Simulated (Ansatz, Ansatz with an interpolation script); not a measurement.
Rows from a G0W0 calculation on Cs2KYF6 (Fm-3m) (Ansatz 0.2.0; G0W0 on LDA, plane waves, PAW; PAW set soft_1; 4×4×4 mesh, 792 empty bands, screening to 140 eV, PAW set soft_1 files), in eV. Spin-orbit coupling is left out.

```csv
row,k,band,start,Σx,Σc at the solution,Vxc
A,Γ,v13,0.502,-28.455,4.996,-21.448
B,Γ,v10,0.993,-30.158,5.607,-22.541
C,Γ,v7,0.998,-29.938,5.282,-22.653
D,Γ,v4,1.321,-31.465,5.532,-23.978
E,Γ,v1,1.387,-30.975,5.641,-23.375
F,Γ,c1,7.756,-5.178,-3.220,-9.933
```

Work out each quasiparticle level and how far it moved.

The quasiparticle equation reads E = start + Σx + Σc(E) − Vxc.

```csv
row,E (eV),shift (eV)
A,-1.509,−2.010
B,-1.017,−2.010
C,-1.005,−2.003
D,-0.634,−1.955
E,-0.572,−1.959
F,9.291,+1.535
```

Limits: not at the basis limit; no spin-orbit coupling.

[Paths, hosts, dates, memory and timing lines, banners, echoed tables and standing remarks are left out of the program output.]

[Logs are printed without paths, hosts, clocks, repeated set-up lines and the standing remarks that a program may print on its own settings, such as how far it seeks lower states.]

[Runs of the session that timed out or met a known fault of the program may be left out.]

[Hosts, paths, dates, database ids (printed as entryN), source tags and the programs' standing remarks are cut or masked in the printed files.]
